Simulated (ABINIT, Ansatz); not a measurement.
# SnGeSe3 (Pm-3m): phonons by linear response, part 2 of 4

How does SnGeSe3 (Pm-3m) vibrate, and is this structure a minimum?

ABINIT 10.8.3; DFT LDA, scalar-relativistic, plane waves, HGH norm-conserving pseudopotentials.

So far. Step 2 (Relaxation): The volume changes by -0.4 % from the cell with which this run began. Step 3 (Self-consistent run for the response): The cell stands at -1.1 GPa: the relaxation ran with a smoothed and higher cutoff, and the difference is a stress of the finite basis. The relaxed cell has a = 4.903 Å (conventional setting).

The structure was built from a prototype and need not be the compound's stable phase.

## (4) Linear response at Γ

At q = 0 one unit cell holds all displacements. The response is solved for single atoms along the cell's directions, and symmetry skips those that follow from others. The crystal is treated as a metal, which screens a static field, so no field response is asked.

File dfpt_gamma.abi:

```

# common to the responses
getwfk_filepath "gso_WFK"
kptopt 2
nqpt 1
qpt 0.0 0.0 0.0
asr 0
chneut 0

# displacements
rfphon 1
rfatpol 1 5
rfdir 1 1 1
tolvrs 1.0d-10
prtwf 0

# basis, mesh and filling
ecut 20.0
ixc 7
ngkpt 6 6 6
nshiftk 1
shiftk 0.0 0.0 0.0
istwfk *1
occopt 7
tsmear 0.01
nband 20
nstep 100
diemac 1000000.0
prtebands 0
prtgsr 0
useylm 1

# cell and atoms
acell 9.264981191 9.264981191 9.264981191
rprim 
    1.0 0.0 0.0
    0.0 1.0 0.0
    0.0 0.0 1.0
ntypat 3
znucl 50 32 34
natom 5
typat 1 2 3 3 3
xred 
    0.0 0.0 0.0
    0.5 0.5 0.5
    0.5 0.5 0.0
    0.5 0.0 0.5
    0.0 0.5 0.5
pp_dirpath "./pseudo"
pseudos "Sn.hgh, Ge.hgh, Se.hgh"
```

Command:

```bash
OMP_NUM_THREADS=1 mpirun -n 4 abinit dfpt_gamma.abi > dfpt_gamma.log
```

Numbers of over 12 decimals in the logs are rounded to 6 here.

dfpt_gamma.abo, the main output file:

```text
[banners, grids, parts of the stress and lines that vanish by symmetry left out]
- input  file    -> dfpt_gamma.abi
- output file    -> dfpt_gamma.abo
- root for input  files -> dfpt_gammai
- root for output files -> dfpt_gammao

 Symmetries : space group Pm -3 m (#221); Bravais cP (primitive cubic)
================================================================================
 Values of the parameters that define the memory need of the present run (RF).
     intxc =       0      iscf =       7    lmnmax =      14     lnmax =       6
     mgfft =      40  mpssoang =       3    mqgrid =    3001     natom =       5
  nloc_mem =       1    nspden =       1   nspinor =       1    nsppol =       1
      nsym =      48    n1xccc =       0    ntypat =       3    occopt =       7
   xclevel =       1
-    mband =          20        mffmem =           1         mkmem =          28
-   mkqmem =          28        mk1mem =          28           mpw =        3448
      nfft =       64000          nkpt =         112
- my_mband =          20
================================================================================
================================================================================

--------------------------------------------------------------------------------
------------- Echo of variables that govern the present computation ------------
--------------------------------------------------------------------------------
-
- outvars: echo of selected default values
-   iomode0 =  0 , fftalg0 =312 , wfoptalg0 =  0
-
- outvars: echo of global parameters not present in the input file
-  max_nthreads =    1
-
 -outvars: echo values of preprocessed input variables
 [... echo left out ...]
================================================================================

 chkinp: Checking input parameters for consistency.

[...]
== DATASET  1 ==================================================================
-   mpi_nproc: 4, omp_nthreads: 1 (-1 if OMP is not activated)

--- !DatasetInfo
iteration_state: {dtset: 1, }
dimensions: {natom: 5, nkpt: 112, mband: 20, nsppol: 1, nspinor: 1, nspden: 1, mpw: 3448, }
cutoff_energies: {ecut:  20.0, pawecutdg:  -1.0, }
electrons: {nelect:   2.60000000E+01, charge:   0.00000000E+00, occopt:   7.00000000E+00, tsmear:   1.00000000E-02, }
meta: {optdriver: 1, rfphon: 1, }
...

 mkfilename: getwfk from: gso_WFK

 Exchange-correlation functional for the present dataset will be:
  LDA: Perdew-Wang 92 LSD fit to Ceperley-Alder data - ixc=7
 Citation for XC functional:
  J.P.Perdew and Y.Wang, PRB 45, 13244 (1992)

 Real(R)+Recip(G) space primitive vectors, cartesian coordinates (Bohr,Bohr^-1):
 R(1)=  9.2649812  0.0000000  0.0000000  G(1)=  0.1079333  0.0000000  0.0000000
 R(2)=  0.0000000  9.2649812  0.0000000  G(2)=  0.0000000  0.1079333  0.0000000
 R(3)=  0.0000000  0.0000000  9.2649812  G(3)=  0.0000000  0.0000000  0.1079333
 Unit cell volume ucvol=  7.9530484E+02 bohr^3
 Angles (23,13,12)=  9.00000000E+01  9.00000000E+01  9.00000000E+01 degrees
 setup1 : take into account q-point for computing boxcut.

 getcut: wavevector=  0.0000  0.0000  0.0000  ngfft=  40  40  40
         ecut(hartree)=     20.000   => boxcut(ratio)=   2.14455

--- Pseudopotential description ------------------------------------------------
- pspini: atom type   1  psp file is ./pseudo/Sn.hgh

- pspini: atom type   2  psp file is ./pseudo/Ge.hgh

- pspini: atom type   3  psp file is ./pseudo/Se.hgh

   1.61267328E+03                                ecore*ucvol(ha*bohr**3)
--------------------------------------------------------------------------------

 ==>  initialize data related to q vector <==

 The list of irreducible perturbations for this q vector is:
    1)    idir= 1    ipert=   1
    2)    idir= 1    ipert=   2
    3)    idir= 1    ipert=   3
    4)    idir= 3    ipert=   3

[...]
The perturbation idir=   2  ipert=   1 is
 symmetric of a previously calculated perturbation.
 So, its SCF calculation is not needed.

 The perturbation idir=   3  ipert=   1 is
 symmetric of a previously calculated perturbation.
 So, its SCF calculation is not needed.

 The perturbation idir=   2  ipert=   2 is
 symmetric of a previously calculated perturbation.
 So, its SCF calculation is not needed.

 The perturbation idir=   3  ipert=   2 is
 symmetric of a previously calculated perturbation.
 So, its SCF calculation is not needed.

[...]
The perturbation idir=   2  ipert=   5 is
 symmetric of a previously calculated perturbation.
 So, its SCF calculation is not needed.

 The perturbation idir=   3  ipert=   5 is
 symmetric of a previously calculated perturbation.
 So, its SCF calculation is not needed.

--------------------------------------------------------------------------------
 Perturbation wavevector (in red.coord.)   0.000000  0.000000  0.000000
 Perturbation : displacement of atom   1   along direction   1
 Found     8 symmetries that leave the perturbation invariant.

[...]
dfpt_looppert : total number of electrons, from k and k+q
  fully or partially occupied states are    2.600000E+01 and    2.600000E+01.
 Initialisation of the first-order wave-functions :
  ireadwf=   0

--- !BeginCycle
iteration_state: {dtset: 1, }
solver: {iscf: 7, nstep: 100, nline: 4, wfoptalg: 0, }
tolerances: {tolvrs: 1.00E-10, }
...

     iter   2DEtotal(Ha)        deltaE(Ha) residm    vres2
-ETOT  1   33.090813466745     -6.387E+01 1.058E+00 1.016E+05
 ETOT  2  -1.761049     -3.485E+01 3.386E-02 8.892E+02
 ETOT  3  -2.154369     -3.933E-01 1.964E-02 1.593E+02
 ETOT  4  -2.204423     -5.005E-02 5.807E-04 1.198E+00
 ETOT  5  -2.204779     -3.554E-04 2.426E-04 2.068E-03
[...]
At SCF step   11       vres2   =  8.52E-12 < tolvrs=  1.00E-10 =>converged.
[...]
Mean square residual over all n,k,spin=   60.480E-13; max=  30.150E-10

 Thirteen components of 2nd-order total energy (hartree) are
 1,2,3: 0th-order hamiltonian combined with 1st-order wavefunctions
     kin0=   8.40907065E+01 eigvalue=   6.74486423E-01  local=  -2.07948028E+01
 4,5,6: 1st-order hamiltonian combined with 1st and 0th-order wfs
 loc psp =  -9.01528783E+01  Hartree=   1.77175660E+01     xc=  -9.41630127E+00
 note that "loc psp" includes a xc core correction that could be resolved
 7,8,9: eventually, occupation + non-local contributions
    edocc=   8.32571027E+00     enl0=   1.85731837E+01   enl1=  -1.08188219E+02
 1-9 gives the relaxation energy (to be shifted if some occ is /=2.0)
   erelax=  -9.91705489E+01
 10,11,12 Non-relaxation  contributions : frozen-wavefunctions and Ewald
 fr.local=   5.84268230E+00 fr.nonlo=   5.13374106E+01  Ewald=   3.97856758E+01
 13,14 Frozen wf xc core corrections (1) and (2)
 frxc 1  =   0.00000000E+00  frxc 2 =   0.00000000E+00
 Resulting in :
 2DEtotal=   -0.2204780155E+01 Ha. Also 2DEtotal=   -0.599951243745E+02 eV
    (2DErelax=   -9.9170548902E+01 Ha. 2DEnonrelax=    9.6965768747E+01 Ha)
    (  non-var. 2DEtotal :   -2.2047801251E+00 Ha)

[...]
Perturbation wavevector (in red.coord.)   0.000000  0.000000  0.000000
 Perturbation : displacement of atom   2   along direction   1
 Found     8 symmetries that leave the perturbation invariant.

[...]
dfpt_looppert : total number of electrons, from k and k+q
  fully or partially occupied states are    2.600000E+01 and    2.600000E+01.
 Initialisation of the first-order wave-functions :
  ireadwf=   0

--- !BeginCycle
iteration_state: {dtset: 1, }
solver: {iscf: 7, nstep: 100, nline: 4, wfoptalg: 0, }
tolerances: {tolvrs: 1.00E-10, }
...

     iter   2DEtotal(Ha)        deltaE(Ha) residm    vres2
-ETOT  1   103.72515787233     -5.908E+01 4.811E-01 2.544E+05
[...]
At SCF step   11       vres2   =  5.38E-11 < tolvrs=  1.00E-10 =>converged.
[...]
Mean square residual over all n,k,spin=   54.937E-13; max=  24.612E-10

 Thirteen components of 2nd-order total energy (hartree) are
 1,2,3: 0th-order hamiltonian combined with 1st-order wavefunctions
     kin0=   1.53599150E+02 eigvalue=   3.72240633E+00  local=  -7.91362579E+01
 4,5,6: 1st-order hamiltonian combined with 1st and 0th-order wfs
 loc psp =  -6.25827137E+01  Hartree=   3.57647594E+01     xc=  -1.33127976E+01
 note that "loc psp" includes a xc core correction that could be resolved
 7,8,9: eventually, occupation + non-local contributions
    edocc=   1.15599787E+01     enl0=   4.80466173E+01   enl1=  -2.57905000E+02
 1-9 gives the relaxation energy (to be shifted if some occ is /=2.0)
   erelax=  -1.60243857E+02
 10,11,12 Non-relaxation  contributions : frozen-wavefunctions and Ewald
 fr.local=  -8.27180356E+00 fr.nonlo=   1.31292781E+02  Ewald=   3.97856758E+01
 13,14 Frozen wf xc core corrections (1) and (2)
 frxc 1  =   0.00000000E+00  frxc 2 =   0.00000000E+00
 Resulting in :
 2DEtotal=    0.2562796298E+01 Ha. Also 2DEtotal=    0.697372399371E+02 eV
    (2DErelax=   -1.6024385667E+02 Ha. 2DEnonrelax=    1.6280665297E+02 Ha)
    (  non-var. 2DEtotal :    2.5627963272E+00 Ha)

[...]
Perturbation wavevector (in red.coord.)   0.000000  0.000000  0.000000
 Perturbation : displacement of atom   3   along direction   1
 Found     4 symmetries that leave the perturbation invariant.

[...]
dfpt_looppert : total number of electrons, from k and k+q
  fully or partially occupied states are    2.600000E+01 and    2.600000E+01.
 Initialisation of the first-order wave-functions :
  ireadwf=   0

--- !BeginCycle
iteration_state: {dtset: 1, }
solver: {iscf: 7, nstep: 100, nline: 4, wfoptalg: 0, }
tolerances: {tolvrs: 1.00E-10, }
...

     iter   2DEtotal(Ha)        deltaE(Ha) residm    vres2
-ETOT  1   267.02041142339     -2.354E+02 9.933E-01 6.734E+05
[...]
At SCF step   12       vres2   =  2.34E-12 < tolvrs=  1.00E-10 =>converged.
[...]
Mean square residual over all n,k,spin=   67.773E-13; max=  56.779E-10

 Thirteen components of 2nd-order total energy (hartree) are
 1,2,3: 0th-order hamiltonian combined with 1st-order wavefunctions
     kin0=   4.99187799E+02 eigvalue=   1.61629368E+00  local=  -2.92708509E+02
 4,5,6: 1st-order hamiltonian combined with 1st and 0th-order wfs
 loc psp =  -2.42659009E+02  Hartree=   1.28288067E+02     xc=  -4.57817666E+01
 note that "loc psp" includes a xc core correction that could be resolved
 7,8,9: eventually, occupation + non-local contributions
    edocc=   1.83262063E+01     enl0=   1.94888162E+02   enl1=  -7.64973495E+02
 1-9 gives the relaxation energy (to be shifted if some occ is /=2.0)
   erelax=  -5.03816252E+02
 10,11,12 Non-relaxation  contributions : frozen-wavefunctions and Ewald
 fr.local=   1.07259303E+02 fr.nonlo=   3.85457858E+02  Ewald=   9.67772572E+00
 13,14 Frozen wf xc core corrections (1) and (2)
 frxc 1  =   0.00000000E+00  frxc 2 =   0.00000000E+00
 Resulting in :
 2DEtotal=   -0.1421364987E+01 Ha. Also 2DEtotal=   -0.386773116606E+02 eV
    (2DErelax=   -5.0381625233E+02 Ha. 2DEnonrelax=    5.0239488734E+02 Ha)
    (  non-var. 2DEtotal :   -1.4213649420E+00 Ha)

[...]
Perturbation wavevector (in red.coord.)   0.000000  0.000000  0.000000
 Perturbation : displacement of atom   3   along direction   3
 Found     8 symmetries that leave the perturbation invariant.

--------------------------------------------------------------------------------

--------------------------------------------------------------------------------

 dfpt_looppert : total number of electrons, from k and k+q
  fully or partially occupied states are    2.600000E+01 and    2.600000E+01.
 Initialisation of the first-order wave-functions :
  ireadwf=   0

--- !BeginCycle
iteration_state: {dtset: 1, }
solver: {iscf: 7, nstep: 100, nline: 4, wfoptalg: 0, }
tolerances: {tolvrs: 1.00E-10, }
...

     iter   2DEtotal(Ha)        deltaE(Ha) residm    vres2
-ETOT  1   363.08100837939     -1.471E+02 9.964E-01 8.535E+05
[...]
ETOT 11   7.287736      4.547E-12 1.761E-08 1.979E-10
 ETOT 12   7.287736     -6.139E-12 2.494E-09 1.348E-12

 At SCF step   12       vres2   =  1.35E-12 < tolvrs=  1.00E-10 =>converged.
[...]
Mean square residual over all n,k,spin=   50.983E-13; max=  24.937E-10

 Thirteen components of 2nd-order total energy (hartree) are
 1,2,3: 0th-order hamiltonian combined with 1st-order wavefunctions
     kin0=   4.77911925E+02 eigvalue=   6.74552224E+00  local=  -2.69394978E+02
 4,5,6: 1st-order hamiltonian combined with 1st and 0th-order wfs
 loc psp =  -2.51896954E+02  Hartree=   1.33895311E+02     xc=  -4.39946767E+01
 note that "loc psp" includes a xc core correction that could be resolved
 7,8,9: eventually, occupation + non-local contributions
    edocc=   2.97359279E+01     enl0=   1.68024745E+02   enl1=  -7.53950600E+02
 1-9 gives the relaxation energy (to be shifted if some occ is /=2.0)
   erelax=  -5.02923777E+02
 10,11,12 Non-relaxation  contributions : frozen-wavefunctions and Ewald
 fr.local=  -4.19762209E+00 fr.nonlo=   3.71005004E+02  Ewald=   1.43404131E+02
 13,14 Frozen wf xc core corrections (1) and (2)
 frxc 1  =   0.00000000E+00  frxc 2 =   0.00000000E+00
 Resulting in :
 2DEtotal=    0.7287736477E+01 Ha. Also 2DEtotal=    0.198309412123E+03 eV
    (2DErelax=   -5.0292377687E+02 Ha. 2DEnonrelax=    5.1021151335E+02 Ha)
    (  non-var. 2DEtotal :    7.2877365683E+00 Ha)

[...]
---- first-order wavefunction calculations are completed ----

 ==> Compute Derivative Database <==

 [... matrices left out ...]
  Phonon wavevector (reduced coordinates) :  0.00000  0.00000  0.00000
 Phonon energies in Hartree :
  -5.121567E-04 -5.121567E-04 -5.121567E-04 -3.433890E-04 -3.433890E-04
  -3.433890E-04 -2.103777E-04 -2.103777E-04 -2.103777E-04  1.373810E-05
   1.373810E-05  1.373810E-05  9.438869E-04  9.438869E-04  9.438869E-04
 Phonon frequencies in cm-1    :
- -1.124054E+02 -1.124054E+02 -1.124054E+02 -7.536517E+01 -7.536517E+01
- -7.536517E+01 -4.617258E+01 -4.617258E+01 -4.617258E+01  3.015164E+00
-  3.015164E+00  3.015164E+00  2.071592E+02  2.071592E+02  2.071592E+02

== END DATASET(S) ==============================================================
================================================================================

 -outvars: echo values of variables after computation
            acell      9.2649811910E+00  9.2649811910E+00  9.2649811910E+00 Bohr
           etotal      7.2877364766E+00
            fcart      0.0000000000E+00  0.0000000000E+00  0.0000000000E+00
           strten      0.0000000000E+00  0.0000000000E+00  0.0000000000E+00
================================================================================
```

The job ended after 98 s (4 MPI ranks of Arm Neoverse V2, shared host; 6.6 min of CPU time).

Numbers from this step:

```
largest acoustic frequency at the zone centre before the sum rule : 3.02 cm⁻¹
highest optical zone-centre mode (no LO-TO term)                  : 207.2 cm⁻¹
lowest optical zone-centre mode                                   : -112.4 cm⁻¹
```

The acoustic modes at Γ come out as far as 3.0 cm⁻¹ from zero, where they should vanish, a small numerical error. The lowest optical mode is imaginary, 112i cm⁻¹, an instability at this level and on this k mesh.

(Continued in part 3 of 4.)

[Host names and launcher messages were left out of these logs when they were recorded.]

[Logs are printed without paths, hosts, clocks, repeated set-up lines and the standing remarks that a program may print on its own settings, such as how far it seeks lower states.]

[Hosts, paths, dates, database ids (printed as entryN), source tags and the programs' standing remarks are cut or masked in the printed files.]
